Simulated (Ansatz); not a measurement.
# Ba on W(110): change of the work function, part 3 of 3

Aim: the work function of W(110) at several coverages of Ba (hollow site), and the dipole that each adsorbate carries.

Ansatz 0.2.0; plane-wave DFT, PBE, Ansatz PAW.

So far, work function, upper face (eV): step 2 (the clean slab) 4.84; step 3 (37 atoms, coverage 0.111 ML, cell 3x3) 2.13.

## 4. The covered slab, k-mesh 6×6×1, coverage 0.25 ML

System of this step: BaW16 (Ba/W(110)). The cell holds 17 atoms: 16 W and 1 Ba. Its edges and angles: a = 5.473 Å, b = 5.473 Å, c = 28.272 Å, α = 90.0°, β = 90.0°, γ = 70.5°. Vacuum lies along c.

Another coverage, to see how the dipoles act on each other as their distance changes.

File input.yaml:

```yaml
crystal:
  lattice:
    - [4.468914857, -3.16, 0.0]
    - [4.468914857, 3.16, 0.0]
    - [0.0, 0.0, 28.2724465676]
  atoms:
    - { symbol: W, position: [0.0, 0.0, 0.3183311348] }
    - { symbol: W, position: [0.25, 0.25, 0.3973641758] }
    - { symbol: W, position: [0.0, 0.0, 0.477736961] }
    - { symbol: W, position: [0.25, 0.25, 0.5552742509] }
    - { symbol: W, position: [0.0, 0.5, 0.3183311348] }
    - { symbol: W, position: [0.25, 0.75, 0.3973641758] }
    - { symbol: W, position: [0.0, 0.5, 0.477736961] }
    - { symbol: W, position: [0.25, 0.75, 0.5552742509] }
    - { symbol: W, position: [0.5, 0.0, 0.3183311348] }
    - { symbol: W, position: [0.75, 0.25, 0.3973641758] }
    - { symbol: W, position: [0.5, 0.0, 0.477736961] }
    - { symbol: W, position: [0.75, 0.25, 0.5552742509] }
    - { symbol: W, position: [0.5, 0.5, 0.3183311348] }
    - { symbol: W, position: [0.75, 0.75, 0.3973641758] }
    - { symbol: W, position: [0.5, 0.5, 0.477736961] }
    - { symbol: W, position: [0.75, 0.75, 0.5552742509] }
    - { symbol: Ba, position: [0.42, 0.42, 0.6816688652] }
kpoints:
  mp_grid: { grid: [6, 6, 1] }
hamiltonian:
  xc: pbe
scf:
  occupations: { method: fermi_dirac, width: 0.1 }
  convergence: { dr2_threshold: 1.0e-08 }
efield:
  axis: 3
  dipole_correction: true
  ramp_position: 0.97
  ramp_width: 0.06
relax:
  f_tol: 0.02
  max_steps: 60
  constraints: [{ sites: [0, 1, 4, 5, 8, 9, 12, 13] }]
output:
  dos: { projected: true, e_range: [-8, 4] }
  write_potential: true
  write_density: true
  volumetric_format: npy
  elf: true
```

Command:

```console
ansatz run input.yaml --threads 4 --pin off --max-ram 16384MiB --backend cpu --events-out ev --progress --plain --runs-dir out
```

Numbers of over 12 decimals in the logs are rounded to 6 here.

Output:

```text
[...]
Crystal: 17 atoms, lattice volume = 798.514 Å³
Basis set: ecut = 420 eV, 15591 PW (Γ), exchange–correlation on 80×80×384 points (8 copies of the dense FFT grid, shifted against one another)
Bands: 141, of which v1, the nominal top of the filled ones, is band 117 counted from 1 (116 counted from 0)
Symmetry: 2 space group operations
[...]
k-points: 13 of 36 (time reversal used)
[...]
SCF iter   1: F=—  HF=-172097.231790 eV  |F-HF|=—  |Δ(HF+E_count)|=         —  Δρ=1.21e-2  dr2=5.06e1  ethr=1.77e-3  p=0.614 e·Å  D=1.39e-1 V/Å  ΔV_dip=-3.94 eV  dr2_dipole=4.34e1  V_vac-E_F(+/−)=1.45/5.38 eV  ⟨swp⟩=14.5  Hψ=11367  notcnv=0
[...]
SCF iter  12: F=-172096.202214 eV  HF=-172096.202214 eV  |F-HF|=9.90e-10  |Δ(HF+E_count)|=   2.02e-8  Δρ=5.31e-7  dr2=8.10e-9  ethr=4.27e-12  p=0.356 e·Å  D=8.07e-2 V/Å  ΔV_dip=-2.28 eV  dr2_dipole=8.08e-12  V_vac-E_F(+/−)=2.61/4.89 eV  ⟨swp⟩=12.9  Hψ=14433  notcnv=0
SCF 1 converged in 12 iterations: F = -172096.202214 eV  dr2 = 8.10e-9
[...]
relax step   1: F+E_penalty+E_count = -172096.20221417 eV  Δ(F+E_penalty+E_count) = +0.000e0 eV  max|allowed force component| = 1.175e0 eV/Å  Δτ_max = 0.0000 Å  (12 SCF iters, accepted)
[...]
SCF iter  11: F=-172096.411384 eV  HF=-172096.411384 eV  |F-HF|=9.02e-10  |Δ(HF+E_count)|=   1.18e-8  Δρ=5.72e-7  dr2=7.21e-9  ethr=4.27e-12  p=0.375 e·Å  D=8.51e-2 V/Å  ΔV_dip=-2.40 eV  dr2_dipole=6.88e-10  V_vac-E_F(+/−)=2.49/4.90 eV  ⟨swp⟩=13.1  Hψ=14920  notcnv=0
SCF 2 converged in 11 iterations: F = -172096.411384 eV  dr2 = 7.21e-9
  Residual-converged pass: ⟨swp⟩=1.1  Hψ=1886  notcnv=0  max |occ|·‖R‖ = 7.0e-9 eV (tolerance 1.0e-8 eV)  dr2=7.21e-9  dr2_onsite=6.61e-11  max |Δocc| = 4.7e-12
[...]
relax step   2: F+E_penalty+E_count = -172096.41138438 eV  Δ(F+E_penalty+E_count) = -2.092e-1 eV  max|allowed force component| = 1.143e0 eV/Å  Δτ_max = 0.1922 Å  (11 SCF iters, accepted)
SCF iter   1: F=—  HF=-172096.690795 eV  |F-HF|=—  |Δ(HF+E_count)|=         —  Δρ=3.12e-3  dr2=8.09e-1  ethr=8.82e-4  p=0.375 e·Å  D=8.51e-2 V/Å  ΔV_dip=-2.40 eV  dr2_dipole=6.29e-2  V_vac-E_F(+/−)=2.52/4.92 eV  ⟨swp⟩=6.2  Hψ=4848  notcnv=0
[...]
SCF iter  11: F=-172096.650361 eV  HF=-172096.650361 eV  |F-HF|=3.78e-10  |Δ(HF+E_count)|=   4.45e-9  Δρ=3.13e-7  dr2=3.15e-9  ethr=4.27e-12  p=0.403 e·Å  D=9.12e-2 V/Å  ΔV_dip=-2.58 eV  dr2_dipole=1.18e-10  V_vac-E_F(+/−)=2.32/4.90 eV  ⟨swp⟩=10.2  Hψ=11905  notcnv=0
SCF 3 converged in 11 iterations: F = -172096.650361 eV  dr2 = 3.15e-9
relax step   3: F+E_penalty+E_count = -172096.65036074 eV  Δ(F+E_penalty+E_count) = -2.390e-1 eV  max|allowed force component| = 8.725e-1 eV/Å  Δτ_max = 0.1951 Å  (11 SCF iters, accepted)
[...]
relax step   4: F+E_penalty+E_count = -172096.78461411 eV  Δ(F+E_penalty+E_count) = -1.343e-1 eV  max|allowed force component| = 3.540e-1 eV/Å  Δτ_max = 0.1996 Å  (10 SCF iters, accepted)
[...]
relax step   5: F+E_penalty+E_count = -172096.82466190 eV  Δ(F+E_penalty+E_count) = -4.005e-2 eV  max|allowed force component| = 8.402e-2 eV/Å  Δτ_max = 0.2000 Å  (10 SCF iters, accepted)
[...]
relax step   6: F+E_penalty+E_count = -172096.84007809 eV  Δ(F+E_penalty+E_count) = -1.542e-2 eV  max|allowed force component| = 8.019e-2 eV/Å  Δτ_max = 0.2000 Å  (10 SCF iters, accepted)
[...]
relax step   7: F+E_penalty+E_count = -172096.85028206 eV  Δ(F+E_penalty+E_count) = -1.020e-2 eV  max|allowed force component| = 4.921e-2 eV/Å  Δτ_max = 0.1943 Å  (10 SCF iters, accepted)
[...]
relax step   8: F+E_penalty+E_count = -172096.85316365 eV  Δ(F+E_penalty+E_count) = -2.882e-3 eV  max|allowed force component| = 4.471e-2 eV/Å  Δτ_max = 0.1935 Å  (10 SCF iters, accepted)
[...]
relax step   9: F+E_penalty+E_count = -172096.85051370 eV  Δ(F+E_penalty+E_count) = +2.650e-3 eV  max|allowed force component| = 1.052e-1 eV/Å  Δτ_max = 0.0301 Å  (9 SCF iters, rejected (line search))
SCF iter   1: F=—  HF=-172096.853803 eV  |F-HF|=—  |Δ(HF+E_count)|=         —  Δρ=1.10e-3  dr2=9.28e-3  ethr=3.56e-5  p=0.448 e·Å  D=1.01e-1 V/Å  ΔV_dip=-2.87 eV  dr2_dipole=1.33e-3  V_vac-E_F(+/−)=2.03/4.90 eV  ⟨swp⟩=3.3  Hψ=3404  notcnv=0
[...]
SCF iter   9: F=-172096.853570 eV  HF=-172096.853570 eV  |F-HF|=1.51e-9  |Δ(HF+E_count)|=   3.17e-9  Δρ=2.77e-7  dr2=1.91e-9  ethr=4.27e-12  p=0.448 e·Å  D=1.01e-1 V/Å  ΔV_dip=-2.87 eV  dr2_dipole=9.47e-10  V_vac-E_F(+/−)=2.03/4.90 eV  ⟨swp⟩=12.0  Hψ=14604  notcnv=0
SCF 10 converged in 9 iterations: F = -172096.853570 eV  dr2 = 1.91e-9
relax step  10: F+E_penalty+E_count = -172096.85356981 eV  Δ(F+E_penalty+E_count) = -4.062e-4 eV  max|allowed force component| = 5.167e-3 eV/Å  Δτ_max = 0.0131 Å  (9 SCF iters, accepted)
[...]
SCF converged after 9 iterations
Free energy (F): -172096.853570 eV
[...]
Internal energy: -172096.428796 eV  (E = F + TS)
E sigma→0 (E₀):  -172096.641183 eV
Entropy (-TS):   -0.424774 eV (-24.987 meV/atom)
Fermi energy:    5.625802 eV
Dipole field:    D = 0.101444 V/Å  (p = 0.447660 e·Å, saw-weighted, corrected)
Work function:   Φ+ = 2.0301 eV   Φ− = 4.8982 eV
[...]
--- Forces (eV/Å), atoms counted from 1 ---
  atom   1  W      0.00002219     0.00000000     0.38837886
  atom   2  W     -0.00914235     0.00000000    -0.30759808
  atom   3  W     -0.00067477    -0.00000000    -0.00181271
  atom   4  W      0.00254117     0.00000000     0.00516679
  atom   5  W     -0.00004271     0.00000255     0.33747121
  atom   6  W      0.00130070    -0.04566467    -0.41713025
  atom   7  W     -0.00146954    -0.00101797    -0.00126261
  atom   8  W     -0.00011807     0.00023926    -0.00000630
  atom   9  W     -0.00004271    -0.00000255     0.33747121
  atom  10  W      0.00130070     0.04566467    -0.41713025
  atom  11  W     -0.00146954     0.00101797    -0.00126261
  atom  12  W     -0.00011807    -0.00023926    -0.00000630
  atom  13  W     -0.00010178     0.00000000     0.38549564
  atom  14  W      0.01162038    -0.00000000    -0.30810401
  atom  15  W      0.00012327     0.00000000     0.00257180
  atom  16  W     -0.00181520    -0.00000000    -0.00160512
  atom  17  Ba    -0.00191439     0.00000000    -0.00063648
  max |Σ_I F_I| component: 7.99e-7 eV/Å
--- Band table (eV; the first three rows and the last of 13) ---
  k-point 0: bands = [... 113 lower, 5.9692, 5.9705, 6.1637, 6.3253, 6.3268, 6.5077, 6.5925, 6.6710, ... 20 higher]
  k-point 1: bands = [... 113 lower, 5.5316, 5.7706, 5.8551, 5.9000, 6.1118, 6.4349, 6.5123, 6.7153, ... 20 higher]
  k-point 2: bands = [... 113 lower, 5.0730, 5.1502, 5.3467, 5.5808, 5.7841, 5.8696, 6.0831, 6.2830, ... 20 higher]
  k-point 12: bands = [... 113 lower, 4.8737, 4.8822, 4.8951, 5.1048, 5.1191, 5.2304, 5.2371, 5.6879, ... 20 higher]
--- Relaxed structure (10 steps of the walk, 9 accepted, 0 SCFs on fresh bases) ---
  F+E_penalty+E_count = -172096.85356981 eV   max|allowed force component| = 5.167e-3 eV/Å
  atoms:
    - { symbol: W, position: [0.0, 0.0, 0.318331] }
    - { symbol: W, position: [0.25, 0.25, 0.397364] }
    - { symbol: W, position: [4.4426984460920815e-5, 4.4426984460920815e-5, 0.477546] }
    - { symbol: W, position: [0.252736, 0.252736, 0.556475] }
    - { symbol: W, position: [-5.551115123125783e-17, 0.5, 0.318331] }
    - { symbol: W, position: [0.250000, 0.75, 0.397364] }
    - { symbol: W, position: [4.300506207938204e-5, 0.500048, 0.477387] }
    - { symbol: W, position: [0.244924, 0.755198, 0.555228] }
    - { symbol: W, position: [0.5, -5.551115123125783e-17, 0.318331] }
    - { symbol: W, position: [0.75, 0.250000, 0.397364] }
    - { symbol: W, position: [0.500048, 4.300506207938204e-5, 0.477387] }
    - { symbol: W, position: [0.755198, 0.244924, 0.555228] }
    - { symbol: W, position: [0.5, 0.5, 0.318331] }
    - { symbol: W, position: [0.75, 0.75, 0.397364] }
    - { symbol: W, position: [0.500042, 0.500042, 0.477544] }
    - { symbol: W, position: [0.747391, 0.747391, 0.556480] }
    - { symbol: Ba, position: [0.500851, 0.500851, 0.656013] }
```

The job ended after 7.2 min (4 threads of Arm Neoverse V2, shared host; peak memory 3.1 GiB).

Step by step:

```tsv
step	energy less that of the first step (eV)	largest force component (eV/Å)
1	0.0000	1.1747
2	-0.2092	1.1434
3	-0.4481	0.8725
4	-0.5824	0.3540
5	-0.6224	0.0840
6	-0.6379	0.0802
7	-0.6481	0.0492
8	-0.6510	0.0447
9	-0.6483	0.1052
10	-0.6514	0.0052
```

Relaxation step 9 was tried and not accepted.

The run keeps the 2 symmetry operations that it works with, so distortions that break them were not tested.

The atoms that moved most (Å):

```tsv
atom	dx	dy	dz	length
Ba17	0.723	0.000	-0.725	1.024
W4	0.024	0.000	0.034	0.042
W16	-0.023	0.000	0.034	0.041
W8	0.001	0.032	-0.001	0.032
W12	0.001	-0.032	-0.001	0.032
W7	0.000	0.000	-0.010	0.010
W11	0.000	0.000	-0.010	0.010
W15	0.000	0.000	-0.005	0.005
```

Final coordinates:

```cif
data_structure
_symmetry_space_group_name_H-M 'P 1'
_symmetry_Int_Tables_number 1
_cell_length_a 5.4733
_cell_length_b 5.4733
_cell_length_c 28.2724
_cell_angle_alpha 90.000
_cell_angle_beta 90.000
_cell_angle_gamma 70.529
_cell_volume 798.51
loop_
_atom_site_label
_atom_site_type_symbol
_atom_site_fract_x
_atom_site_fract_y
_atom_site_fract_z
_atom_site_occupancy
W1 W 0.00000 0.00000 0.31833 1
W2 W 0.25000 0.25000 0.39736 1
W3 W 0.00004 0.00004 0.47755 1
W4 W 0.25274 0.25274 0.55648 1
W5 W 0.00000 0.50000 0.31833 1
W6 W 0.25000 0.75000 0.39736 1
W7 W 0.00004 0.50005 0.47739 1
W8 W 0.24492 0.75520 0.55523 1
W9 W 0.50000 0.00000 0.31833 1
W10 W 0.75000 0.25000 0.39736 1
W11 W 0.50005 0.00004 0.47739 1
W12 W 0.75520 0.24492 0.55523 1
W13 W 0.50000 0.50000 0.31833 1
W14 W 0.75000 0.75000 0.39736 1
W15 W 0.50004 0.50004 0.47754 1
W16 W 0.74739 0.74739 0.55648 1
Ba17 Ba 0.50085 0.50085 0.65601 1
```

Numbers from this step:

```yaml
energy_at_zero_smearing: -172096.6412 eV
work_function_upper_face: 2.030 eV
work_function_lower_face: 4.898 eV
dipole_along_the_normal: 0.4477 e·Å
step_between_the_vacuum_levels: -2.868 eV
```

Running mean over 2.234 Å of the planar mean; the ramp of the sawtooth is left out. Electron's electrostatic potential energy less the Fermi level against z:

z (Å), electron's electrostatic potential energy less the Fermi level (eV) and a bar from the least value:
```
        4        4.9 ##############################
        5        4.9 ##############################
        6        4.8 ##############################
        7        3.3 ###########################
        8       -5.7 ############
        9      -12.2 #
       10      -12.6 
       11      -12.7 
       12      -12.5 
       13      -12.6 
       14      -12.7 
       15      -12.6 
       16      -11.6 ##
       17       -4.2 ###############
       18       -1.5 ###################
       19       -2.2 ##################
       20        0.0 ######################
       21        1.6 ########################
       22        1.9 #########################
       23        2.0 #########################
       24        2.0 #########################
       25        2.0 #########################
```

The density of states has structure finer than the step of the table below, so its rows give means over 0.2 eV, whole bins alone (the curve runs from -8 to 1.77 eV). Peaks (eV: height): -4.54: 28.0, -3.31: 31.3, -3.10: 43.0, -2.89: 29.1, -2.74: 31.4, -2.59: 27.1, -1.47: 27.5.

Table of density of states by energy, zero at the Fermi level; means over each step:

```tsv
energy (eV)	density of states (states/eV a cell)
-7.8	0.922
-7.6	1.16
-7.4	2.26
-7.2	1.87
-7.0	2.30
-6.8	2.47
-6.6	1.56
-6.4	2.12
-6.2	4.73
-6.0	5.01
-5.8	9.63
-5.6	9.98
-5.4	9.25
-5.2	11.1
-5.0	11.8
-4.8	12.0
-4.6	19.6
-4.4	18.6
-4.2	10.9
-4.0	12.3
-3.8	10.0
-3.6	7.30
-3.4	12.0
-3.2	23.6
-3.0	21.5
-2.8	25.2
-2.6	21.7
-2.4	18.6
-2.2	20.3
-2.0	23.0
-1.8	22.0
-1.6	22.7
-1.4	21.2
-1.2	14.3
-1.0	15.5
-0.8	10.3
-0.6	13.4
-0.4	13.5
-0.2	11.7
0.0	13.7
0.2	14.5
0.4	13.9
0.6	14.2
0.8	16.0
1.0	19.2
1.2	21.0
1.4	21.7
1.6	21.6
```

Projected DOS per atom over height of the atomic layer and energy from the Fermi level. Layers: W4 W4 W4 W4 Ba from below.

Ten even steps from '0' (0.00 states/eV) to '9' (1.72 states/eV), each cell a mean:
```
67651
65561
63352
52254
42251
62241
72361
95592
86692
76680
79980
37740
33330
45540
46640
25520
24420
12210
01100
00000
00000
00000
```
Columns: height of the atomic layer (Å) from 9 to 18.5 (not evenly spaced); rows upwards: energy from the Fermi level (eV) from -7.96 to 1.75.

Valence density in the ca plane at fractional y = 0.500, with atoms of W and Ba within 0.2 Å of it. It is the smooth field of the valence electrons, not physical close to the nuclei.

Ten steps, logarithmic in the rise over the least value, from '0' (0.0 e/Å³) to '9' (5.0 e/Å³), each cell a mean:
```
99754444447999854443322110000000000000000000
98544444445898644444332110000000000000000000
65444444444565444444432111110000000000000000
44444444444444444444432223332100000000000000
65444444444565444444433345654210000000000000
98644444445898644444333467776420000000000000
99754444447999854433333566566521000000000000
99754434457999854433333576466521000000000000
99644444446999754443333467676421000000000000
76544444445677544444333356665310000000000000
54444444444454444444432234443100000000000000
54444444444455444444432212211000000000000000
76544444445677544444332111000000000000000000
99644444446999754444322110000000000000000000
99854434457999854433322110000000000000000000
```
Columns run along c (16.0 Å, from fractional 0.32 to 0.89 of the cell), rows up along a (5.5 Å). Atoms in or near the plane, at fractional coordinates: W at (0.48, 0.00), W at (0.48, 0.50), Ba at (0.66, 0.50).

ELF in the ca plane at fractional y = 0.500, with atoms of W and Ba within 0.2 Å of it. It is the smooth field of the valence electrons, not physical close to the nuclei.

Ten even steps from '0' (0.00) to '9' (0.86), each cell a mean:
```
47535434435746634544455432100111111000000000
76345434432676334434455421000001111000000000
43344444543343345444565310110000111100000000
43454444554443455444565224553210111100000000
43344444543343345444553259998521111110000000
76345434433676334434542499899741111110000000
47535434535746634444532694149852111110000000
16535444535615734544532692039952111110000000
77435434433777534444542597579841111110000000
54345434542454235444553379999631111110000000
33454444554333455444564236775311111110000000
33454444554333455444565311221100111100000000
64345434542465234434555420000001111100000000
77435434434777534434455431000011111000000000
16535444536615734544455442111111111000000000
```
Columns run along c (16.0 Å, from fractional 0.32 to 0.89 of the cell), rows up along a (5.5 Å). Atoms in or near the plane, at fractional coordinates: W at (0.48, 0.00), W at (0.48, 0.50), Ba at (0.66, 0.50).

Electrostatic potential energy in the ca plane at fractional y = 0.500, with atoms of W and Ba within 0.2 Å of it. With pseudopotentials it is smooth inside the atoms' cores, unlike the true potential.

Values in eV, 8 rows by 16 columns, each cell a mean:
```
-39   2   4  -5 -44 -13   5   7   9   8   7   8   8   8   9   9
 -3   5   2   4  -5   3   3   6   8   4   5   7   8   8   9   9
-12   4   2   3 -15   0   4   6   1 -18  -4   6   8   8   9   9
-45   1   5  -7 -50 -18   6   7  -9 -38 -18   5   8   8   9   9
-39   2   4  -5 -44 -13   6   7  -7 -34 -15   6   8   8   9   9
 -3   5   2   4  -5   3   3   6   4  -8   0   7   8   8   9   9
-12   4   2   3 -15   0   4   6   8   6   6   8   8   8   9   9
-45   1   5  -8 -50 -17   6   8   9   8   8   8   8   8   9   9
```
Columns run along c (16.0 Å, from fractional 0.32 to 0.89 of the cell; values clipped at the 3rd and 97th percentile), rows up along a (5.5 Å). Atoms in or near the plane, at fractional coordinates: W at (0.48, 0.00), W at (0.48, 0.50), Ba at (0.66, 0.50).

The relaxation took 10 steps and lowered the energy by 0.65 eV; the largest force on the free atoms ends at 0.0052 eV/Å.

By hand: a sheet of dipoles makes a step −p/(ε₀A) in the electron's potential. With e/ε₀ = 180.95 V·Å, p = 0.4477 e·Å and A = 28.24 Å², that is −180.95 × (0.4477) / 28.24 = -2.868 eV, and the two vacuum levels of the run differ by -2.868 eV.

The covered face has 2.03 eV, -2.81 eV against the clean one; the bare back face has moved by -0.00 eV, a measure of how thin the slab is.

## 5. Work function against coverage

This step: plane-wave DFT, PBE, Ansatz PAW; work function against coverage (Ansatz 0.2.0).

The runs are now put side by side.

Numbers from this step:

```
work function of the clean face     : 4.845 eV
largest change of the work function : -2.815 eV
```

Work function of the covered face against coverage:

```tsv
coverage (adsorbates/nm²)	work function of the covered face (eV)
0.00	4.84
1.57	2.13
3.54	2.03
```

The dipole per adsorbate comes from the change of the cell's dipole. Coverage, by row:

```tsv
coverage (1/nm²)	coverage (ML)	work function (eV)	change (eV)	dipole per adsorbate, positive end outwards (debye)	mean height of the added atoms over the highest substrate atom (Å)
1.573	0.1111	2.126	-2.719	4.564	2.811
3.541	0.25	2.03	-2.815	2.11	2.814
```

## 6. What came out

```yaml
work_function_of_the_clean_face: 4.84 eV
work_function_at_0p11_ml: 2.13 eV
work_function_at_0p25_ml: 2.03 eV
dipole_per_adsorbate_at_0p11_ml_positive_end_outwards: 4.56 D
```

What this shows: Ba lowers the work function of W(110) at the lowest coverage, by 2.72 eV: the adsorbate layer has its positive end outwards. The slab has 4 layers, at the tabulated experimental lattice constant, one starting site was run, and quantum-size effects of a slab this thin can reach one or two tenths of an eV.

[Logs are printed without paths, hosts, clocks, repeated set-up lines and the standing remarks that a program may print on its own settings, such as how far it seeks lower states.]

[Hosts, paths, dates, database ids (printed as entryN), source tags and the programs' standing remarks are cut or masked in the printed files.]

[Maps of the electrostatic potential energy from Ansatz leave out the sawtooth potential of an applied field or a dipole correction, so their vacuum need not be flat; planar profiles and work functions include it.]
